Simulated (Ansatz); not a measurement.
# Ag-Zn-Zn-Ag stack of (100) layers: phonon-mediated transition temperature

What Tc do the phonons of Ag-Zn-Zn-Ag stack of (100) layers give, and how does it depend on μ*? The cell shown first is a relaxed one, from steps not shown here.

Main program and level: Ansatz 0.2.0; DFT PBEsol, scalar-relativistic, plane waves, PAW; PAW set soft_1.

### 1. The cell after earlier relaxation steps

The cell holds 4 atoms: 2 Ag and 2 Zn. Cell: a = 2.766 Å, b = 2.766 Å, c = 35.577 Å, α = 90.0°, β = 90.0°, γ = 90.0°. Vacuum lies along c.

### 2. Resistivity: q 3×3×1, k 9×9×1, scattering 12×12×1

The run that gives the couplings also evaluates McMillan's and Allen and Dynes's formulas and, where asked, the Eliashberg equations, over a range of μ*.

Contents of input.yaml:

```yaml
crystal:
  lattice:
    - [2.7662764227, 0.0, 0.0]
    - [0.0, 2.7662764227, 0.0]
    - [0.0, 0.0, 35.5773943932]
  atoms:
    - { symbol: Ag, position: [0.0, 0.0, 0.1585802829] }
    - { symbol: Zn, position: [0.5, 0.5, 0.2117228436] }
    - { symbol: Zn, position: [0.0, 0.0, 0.2629802731] }
    - { symbol: Ag, position: [0.5, 0.5, 0.3161228338] }
  periodic: [true, true, false]
kpoints:
  mp_grid: { grid: [9, 9, 1] }
hamiltonian:
  xc: pbesol
  pseudopotentials: { kind: paw, azcp: { folder: soft_1 }, xc_functional: pbe }
scf:
  occupations: { method: methfessel_paxton, width: 0.2 }
output:
  eigenvalues: true
phonons:
  method: dfpt
  qmesh: [3, 3, 1]
  temperatures: { t_max: 1000, t_step: 50 }
  qpath:
    path: [[0.0, 0.0, 0.0], [0.0, 0.5, 0.0], [0.5, 0.5, 0.0], [0.0, 0.0, 0.0]]
    npoints: 10
  electrical_resistivity:
    mesh: [12, 12, 1]
    temperatures: [20.0, 50.0, 77.0, 100.0, 150.0, 200.0, 300.0, 400.0, 600.0, 800.0]
  superconductivity: { mesh: [12, 12, 1] }
```

Command:

```
> ansatz run input.yaml --threads 4 --pin off --max-ram 12288MiB --backend cpu --events-out ev --progress --plain --runs-dir out
```

Numbers of over 12 decimals in the logs are rounded to 6 here.

What it wrote:

```text
Warning: crystal.symmetry: narrowed to the stabiliser of the run's FFT grids — unitary ops 16 → 8. A phonons.method: dfpt run fills in the rows of the dynamical matrix that it does not solve by its symmetry operations, which is exact only for operations that map its FFT grids onto themselves: filled in by any other, the frequencies could depend on the order in which like atoms are typed, or, by more than the grids' own error, on where the crystal sits among the grids' points. Excluded: 8 operations. The run can therefore solve more perturbations, solve them on more k-points, or both, and cost more. [rest of the remark cut]
Engine: ansatz 0.2.0, aarch64-unknown-linux-gnu
Pseudopotentials: kind: paw
Pseudopotential: Ag, paw, valence charge 19, recommended cutoff 420 eV (normal), soft_1/Ag.paw.azcp
Pseudopotential: Zn, paw, valence charge 12, recommended cutoff 420 eV (normal), soft_1/Zn.paw.azcp
Functional definition: PBEsol
  exchange = pbesol_x
  correlation = pbesol_c
Crystal: 4 atoms, lattice volume = 272.248 Å³
Basis set: ecut = 420 eV, 5443 PW (Γ), exchange–correlation on 40×40×480 points (8 copies of the dense FFT grid, shifted against one another)
Bands: 38, of which v1, the nominal top of the filled ones, is band 31 counted from 1 (30 counted from 0)
Symmetry: 16 space group operations
k-points: 15 of 81 (irreducible under 8 space group operations)
Non-local potential: Ag, projectors of the file, l = 0: 3, l = 1: 2, l = 2: 2, l = 3: 1
Non-local potential: Zn, projectors of the file, l = 0: 2, l = 1: 2, l = 2: 3, l = 3: 1
PAW form: soft (Blöchl's): semilocal exchange-correlation on the pseudo side does not see the compensation charge
PAW frozen core: Ag, regenerated for the run's functional, and the local potential with it (the file was generated under x = pbe(κ = 0.804, μ = 0.219515), c = pbe(β = 0.066725))
PAW frozen core: Zn, regenerated for the run's functional, and the local potential with it (the file was generated under x = pbe(κ = 0.804, μ = 0.219515), c = pbe(β = 0.066725))
PAW one-centre angular grid: Ag, 590 points (default); XC on 64 Gauss nodes
PAW one-centre angular grid: Zn, 590 points (default); XC on 64 Gauss nodes
Initial density: superposition of atomic densities (neutral atoms: chi_scale 0, normalization atom)
Initial wavefunctions: pseudopotential atomic-orbital guess
Functional: x = pbesol(κ = 0.804, μ = 0.123457), c = pbesol(β = 0.046)
SCF iter   1: F=—  HF=-21606.457616 eV  |F-HF|=—  |Δ(HF+E_count)|=         —  Δρ=3.47e-2  dr2=3.23e0  ethr=3.10e-3  ⟨swp⟩=15.6  Hψ=4546  notcnv=0
preconditioner: auto → LDOS  [insulator: Δε(μ)=0.337 eV  Ē_g=9.663 eV  σ=0.200 eV  W_gap=0.90  n_scr=24 (ndim 8)  ℏωp=15.3 eV  f_vac=0.735  D(μ)=0.57/eV (n_scr^D=6)  ε∞_Penn≈3.5  β→1.0]
SCF iter   2: F=—  HF=-21607.967840 eV  |F-HF|=—  |Δ(HF+E_count)|=    1.51e0  S|Δr|=    0.00e0  Δρ=5.92e-2  dr2=6.60e0  ethr=3.10e-3  ⟨swp⟩=3.7  Hψ=1670  notcnv=0  defer=31  recentre
SCF iter   3: F=—  HF=-21605.583011 eV  |F-HF|=—  |Δ(HF+E_count)|=    2.38e0  S|Δr|=    0.00e0  Δρ=6.65e-3  dr2=9.96e-2  ethr=3.10e-3  ⟨swp⟩=3.3  Hψ=1607  notcnv=0  defer=28
SCF iter   4: F=—  HF=-21605.557969 eV  |F-HF|=—  |Δ(HF+E_count)|=   2.50e-2  S|Δr|=    0.00e0  Δρ=3.77e-3  dr2=2.68e-2  ethr=1.61e-4  ⟨swp⟩=3.1  Hψ=1266  notcnv=0  defer=27
SCF iter   5: F=—  HF=-21605.551795 eV  |F-HF|=—  |Δ(HF+E_count)|=   6.17e-3  S|Δr|=    0.00e0  Δρ=5.40e-4  dr2=9.31e-4  ethr=4.32e-5  ⟨swp⟩=3.1  Hψ=1086  notcnv=0  defer=27
SCF iter   6: F=—  HF=-21605.552293 eV  |F-HF|=—  |Δ(HF+E_count)|=   4.98e-4  S|Δr|=    0.00e0  Δρ=4.93e-4  dr2=5.91e-4  ethr=1.50e-6  ⟨swp⟩=3.0  Hψ=1300  notcnv=0  defer=27
SCF iter   7: F=—  HF=-21605.552173 eV  |F-HF|=—  |Δ(HF+E_count)|=   1.20e-4  S|Δr|=    0.00e0  Δρ=1.45e-4  dr2=4.27e-5  ethr=9.54e-7  ⟨swp⟩=2.3  Hψ=979  notcnv=0  defer=27
SCF iter   8: F=—  HF=-21605.552150 eV  |F-HF|=—  |Δ(HF+E_count)|=   2.28e-5  S|Δr|=    0.00e0  Δρ=1.56e-5  dr2=9.87e-7  ethr=6.89e-8  ⟨swp⟩=3.7  Hψ=1440  notcnv=0  defer=27
SCF iter   9: F=—  HF=-21605.552102 eV  |F-HF|=—  |Δ(HF+E_count)|=   4.80e-5  S|Δr|=    0.00e0  Δρ=1.32e-5  dr2=3.30e-7  ethr=1.59e-9  ⟨swp⟩=3.6  Hψ=1329  notcnv=0  defer=20
SCF iter  10: F=—  HF=-21605.552102 eV  |F-HF|=—  |Δ(HF+E_count)|=   5.97e-8  S|Δr|=    0.00e0  Δρ=3.89e-6  dr2=2.74e-8  ethr=5.33e-10  ⟨swp⟩=3.3  Hψ=1211  notcnv=0  defer=20
[...]
SCF 1 converged in 13 iterations: F = -21605.552102 eV  dr2 = 9.12e-13
  greatest PAW one-centre occupation: 1.001 electrons in one spin orbital (limit 2), on the Ag atom at site 3 (counted from 0), in its partial waves of l = 0
phonons: the bands overlap, so this run is a metal and interpolates without the dipole-dipole term. If the crystal is really an insulator or semiconductor, its LO-TO splitting is missing
NSCF: frozen V_eff on 15 k-points
NSCF: frozen V_eff on 25 k-points
DFPT response loops at q = (0, 0, 0) (fractional): preconditioner auto → none (partly filled bands, converged f_vac=0.736); β = 0.50; Broyden in place of MSR1
NSCF: frozen V_eff on 90 k-points
DFPT response loops at q = (0, 0.333333, 0) (fractional): mixed as the last ones told, above
NSCF: frozen V_eff on 162 k-points
DFPT response loops at q = (0.333333, 0.333333, 0) (fractional): mixed as the last ones told, above
k-points: 15 of 81
[...]
SCF iter   4: F=—  HF=-21605.557969 eV  |F-HF|=—  |Δ(HF+E_count)|=   2.50e-2  S|Δr|=    0.00e0  Δρ=3.77e-3  dr2=2.68e-2  ethr=1.61e-4  ⟨swp⟩=3.1  Hψ=1266  notcnv=0  defer=27
SCF iter   5: F=—  HF=-21605.551795 eV  |F-HF|=—  |Δ(HF+E_count)|=   6.17e-3  S|Δr|=    0.00e0  Δρ=5.40e-4  dr2=9.31e-4  ethr=4.32e-5  ⟨swp⟩=3.1  Hψ=1086  notcnv=0  defer=27
SCF iter   6: F=—  HF=-21605.552293 eV  |F-HF|=—  |Δ(HF+E_count)|=   4.98e-4  S|Δr|=    0.00e0  Δρ=4.93e-4  dr2=5.91e-4  ethr=1.50e-6  ⟨swp⟩=3.0  Hψ=1300  notcnv=0  defer=27
SCF iter   7: F=—  HF=-21605.552173 eV  |F-HF|=—  |Δ(HF+E_count)|=   1.20e-4  S|Δr|=    0.00e0  Δρ=1.45e-4  dr2=4.27e-5  ethr=9.54e-7  ⟨swp⟩=2.3  Hψ=979  notcnv=0  defer=27
SCF iter   8: F=—  HF=-21605.552150 eV  |F-HF|=—  |Δ(HF+E_count)|=   2.28e-5  S|Δr|=    0.00e0  Δρ=1.56e-5  dr2=9.87e-7  ethr=6.89e-8  ⟨swp⟩=3.7  Hψ=1440  notcnv=0  defer=27
SCF iter   9: F=—  HF=-21605.552102 eV  |F-HF|=—  |Δ(HF+E_count)|=   4.80e-5  S|Δr|=    0.00e0  Δρ=1.32e-5  dr2=3.30e-7  ethr=1.59e-9  ⟨swp⟩=3.6  Hψ=1329  notcnv=0  defer=20
SCF iter  10: F=—  HF=-21605.552102 eV  |F-HF|=—  |Δ(HF+E_count)|=   5.97e-8  S|Δr|=    0.00e0  Δρ=3.89e-6  dr2=2.74e-8  ethr=5.33e-10  ⟨swp⟩=3.3  Hψ=1211  notcnv=0  defer=20
[...]
150.00      5.4749e0              no      5.4749e0      5.4749e0      0.0000e0        5.8144e0          6.8355e0
    200.00      7.6413e0              no      7.6413e0      7.6413e0      0.0000e0        8.0808e0          9.5608e0
    300.00      1.1847e1              no      1.1847e1      1.1847e1      0.0000e0        1.2504e1          1.4848e1
    400.00      1.5988e1              no      1.5988e1      1.5988e1      0.0000e0        1.6873e1          2.0053e1
    600.00      2.4255e1              no      2.4255e1      2.4255e1      0.0000e0        2.5663e1          3.0430e1
    800.00      3.2597e1             yes      3.2597e1      3.2597e1      0.0000e0        3.4600e1          4.0885e1
  sheet resistance at 20 K: 0.2074 Ω
  mean free path at 20 K (of a tensor half of its trace): 4664 nm by what each carries, 3679 by the Fermi surface alone
  Hall coefficient in a weak field at 20 K (along the normal): 1.106e-10 m³/C (how far it moves between the two finest meshes is not known); by each state's relaxation time: -1.589e-10 m³/C; by a constant relaxation time: -1.321e-10 m³/C
  sheet resistance at 50 K: 2.603 Ω
  mean free path at 50 K (of a tensor half of its trace): 332 nm by what each carries, 293 by the Fermi surface alone
  Hall coefficient in a weak field at 50 K (along the normal): 1.859e-10 m³/C (how far it moves between the two finest meshes is not known); by each state's relaxation time: 4.736e-11 m³/C; by a constant relaxation time: -1.257e-10 m³/C
  sheet resistance at 77 K: 6.015 Ω
  mean free path at 77 K (of a tensor half of its trace): 138 nm by what each carries, 127 by the Fermi surface alone
  Hall coefficient in a weak field at 77 K (along the normal): 1.401e-10 m³/C (how far it moves between the two finest meshes is not known); by each state's relaxation time: 5.080e-11 m³/C; by a constant relaxation time: -1.250e-10 m³/C
  sheet resistance at 100 K: 9.038 Ω
  mean free path at 100 K (of a tensor half of its trace): 90.2 nm by what each carries, 84.4 by the Fermi surface alone
  Hall coefficient in a weak field at 100 K (along the normal): 1.301e-10 m³/C (how far it moves between the two finest meshes is not known); by each state's relaxation time: 5.834e-11 m³/C; by a constant relaxation time: -1.248e-10 m³/C
  sheet resistance at 150 K: 15.39 Ω
  mean free path at 150 K (of a tensor half of its trace): 52.3 nm by what each carries, 49.6 by the Fermi surface alone
  Hall coefficient in a weak field at 150 K (along the normal): 1.177e-10 m³/C (how far it moves between the two finest meshes is not known); by each state's relaxation time: 6.304e-11 m³/C; by a constant relaxation time: -1.245e-10 m³/C
  sheet resistance at 200 K: 21.48 Ω
  mean free path at 200 K (of a tensor half of its trace): 37.3 nm by what each carries, 35.5 by the Fermi surface alone
  Hall coefficient in a weak field at 200 K (along the normal): 1.124e-10 m³/C (how far it moves between the two finest meshes is not known); by each state's relaxation time: 6.392e-11 m³/C; by a constant relaxation time: -1.245e-10 m³/C
  sheet resistance at 300 K: 33.30 Ω
  mean free path at 300 K (of a tensor half of its trace): 24.0 nm by what each carries, 22.9 by the Fermi surface alone
  Hall coefficient in a weak field at 300 K (along the normal): 1.066e-10 m³/C (how far it moves between the two finest meshes is not known); by each state's relaxation time: 6.327e-11 m³/C; by a constant relaxation time: -1.253e-10 m³/C
  sheet resistance at 400 K: 44.94 Ω
  mean free path at 400 K (of a tensor half of its trace): 17.7 nm by what each carries, 17.0 by the Fermi surface alone
  Hall coefficient in a weak field at 400 K (along the normal): 1.025e-10 m³/C (how far it moves between the two finest meshes is not known); by each state's relaxation time: 6.182e-11 m³/C; by a constant relaxation time: -1.262e-10 m³/C
  sheet resistance at 600 K: 68.17 Ω
  mean free path at 600 K (of a tensor half of its trace): 11.7 nm by what each carries, 11.2 by the Fermi surface alone
  Hall coefficient in a weak field at 600 K (along the normal): 9.581e-11 m³/C (how far it moves between the two finest meshes is not known); by each state's relaxation time: 5.847e-11 m³/C; by a constant relaxation time: -1.279e-10 m³/C
  sheet resistance at 800 K: 91.62 Ω
  mean free path at 800 K (of a tensor half of its trace): 8.68 nm by what each carries, 8.33 by the Fermi surface alone
  Hall coefficient in a weak field at 800 K (along the normal): 9.020e-11 m³/C (how far it moves between the two finest meshes is not known); by each state's relaxation time: 5.553e-11 m³/C; by a constant relaxation time: -1.290e-10 m³/C
  the resistivity times a path that all electrons share, by the Fermi surface of the deck's mesh alone (half of the trace): 2.714e-15 Ω·m²
  not converged in the mesh (λ; the resistivity at 20 K by 4.47 %; the resistivity at 77 K by 2.89 %; the resistivity at 100 K by 3.21 %; the resistivity at 150 K by 3.43 %; the resistivity at 200 K by 3.53 %; the resistivity at 300 K by 3.57 %; the resistivity at 400 K by 3.37 %; the resistivity at 600 K by 2.37 %): between neighbouring meshes, the two finest first, λ moves by 4.39 % and 3.85 %, λ_tr by 0.11 % and 3.90 % and the resistivity by up to 4.47 % and 26.89 %; an estimate, no bound, puts it up to 9.9e-7 % above the Boltzmann equation's exact value after up to 6 iterations (at most 30 are made, fewer where the estimate is under 1.0e-6 % of each spin channel's own resistivity)
  vibrations of 9 cells: unjudged by the run; compare a larger repeat
  the changes of the potential over all sites missed a rigid shift's by 0.16 % (the site terms' by 0.03 %)
--- Superconductivity: potentials and phonons of a 3×3×1 supercell ---
           mesh         λ    ħω_log (meV)  μ* declared at (meV)
        12×12×1    0.2782          10.590               14.072
          6×6×1    0.2659          10.935               13.979
          3×3×1    0.2557          12.465               15.099
  λ by the species' shares of the modes' patterns: Ag 0.1467, Zn 0.1314
  with the Fermi level up to 24.6 meV (the hardest mode) off, states and modes as they are: density of states 0.5396 to 0.5770 /eV of one spin and cell, λ 0.2681 to 0.2790
  transition temperature on the deck's mesh (K), isotropic and anisotropic, restricted to the Fermi surface (FSR) and over the full bandwidth (FBW), and the last with the density of states resolved in a narrower window:
        μ*   McMillan   Allen–Dynes      iso. FSR      iso. FBW    aniso. FSR    aniso. FBW  narrow window
      0.08      0.076         0.076    none_found    none_found         0.118         0.118          0.118
      0.10      0.026         0.027    none_found    none_found    none_found    none_found     none_found
      0.12      0.006         0.007    none_found    none_found    none_found    none_found     none_found
      0.13      0.003         0.003    none_found    none_found    none_found    none_found     none_found
      0.14      0.001         0.001    none_found    none_found    none_found    none_found     none_found
      0.16      0.000         0.000    none_found    none_found    none_found    none_found     none_found
      0.20      0.000         0.000    none_found    none_found    none_found    none_found     none_found
  none_found: no transition down to 0.1 K
  isotope coefficients −∂ln Tc/∂ln M under μ* = 0.13, the force constants as they are, of the isotropic transitions restricted to the Fermi surface and over the full bandwidth: Ag - and -, Zn - and -
  not converged in the mesh (λ): between neighbouring meshes, the two finest first, λ moves by 4.39 % and 3.85 % and the anisotropic transition temperature over the full bandwidth at μ* = 0.13 by nothing (neither mesh has one) and nothing (neither mesh has one); converged means that the two finest part by at most 2.00 % and 5.00 %
  vibrations of 9 cells: unjudged by the run; compare a larger repeat
  the changes of the potential over all sites missed a rigid shift's by 0.16 % (the site terms' by 0.03 %)
[key lines of the parts left out:]
SCF converged after 13 iterations
Free energy (F): -21605.552102 eV
Fermi energy:    -4.480139 eV
```

Wall time 9.3 min (4 threads of Arm Neoverse V2, shared host); peak memory 4 GiB; 36 min of CPU time.

Numbers from this step:

- metallic on mesh: yes
- gap on the k-mesh: 0 eV
- zero-point energy: 0.08701 eV/cell
- share of imaginary modes in the plain interpolation between solved wavevectors: 0
- highest frequency, solved or plainly interpolated: 198.6 cm⁻¹
- cell height: 35.58 Å
- sheet resistance 300K: 33.3 Ω/square, mean in the plane
- resistivity at 300 K: 11.85 μΩ cm, mean of the axes, of the whole cell with its vacuum
- coupling constant λ: 0.2782
- density of states at the Fermi level: 0.5733 states/eV a spin and cell
- log mean phonon energy ħω_log: 10.59 meV
- transport coupling constant λ_tr: 0.2353, 0.2353, 0 (xx, yy, zz)
- Drude plasma energy: 4.701, 4.701, 0 eV (xx, yy, zz), of the whole cell with its vacuum
- second-moment phonon energy ħω₂: 14.07 meV

An empty cell: under 1 mK by a formula, or no transition down to the floor of the Eliashberg search. Transition temperatures:

```csv
μ*,McMillan Tc (K),Allen–Dynes Tc (K),anisotropic Fermi-surface Tc (K),anisotropic full bandwidth Tc (K),anisotropic narrow window Tc (K)
0.08,0.0757,0.0765,0.118,0.118,0.118
0.1,0.0265,0.0267,-,-,-
0.12,0.00647,0.00652,-,-,-
0.13,0.00262,0.00265,-,-,-
0.14,-,-,-,-,-
0.16,-,-,-,-,-
0.2,-,-,-,-,-
```

(Continued in part 2 of 2.)

[Logs are printed without paths, hosts, clocks, repeated set-up lines and the standing remarks that a program may print on its own settings, such as how far it seeks lower states.]

[Hosts, paths, dates, database ids (printed as entryN), source tags and the programs' standing remarks are cut or masked in the printed files.]
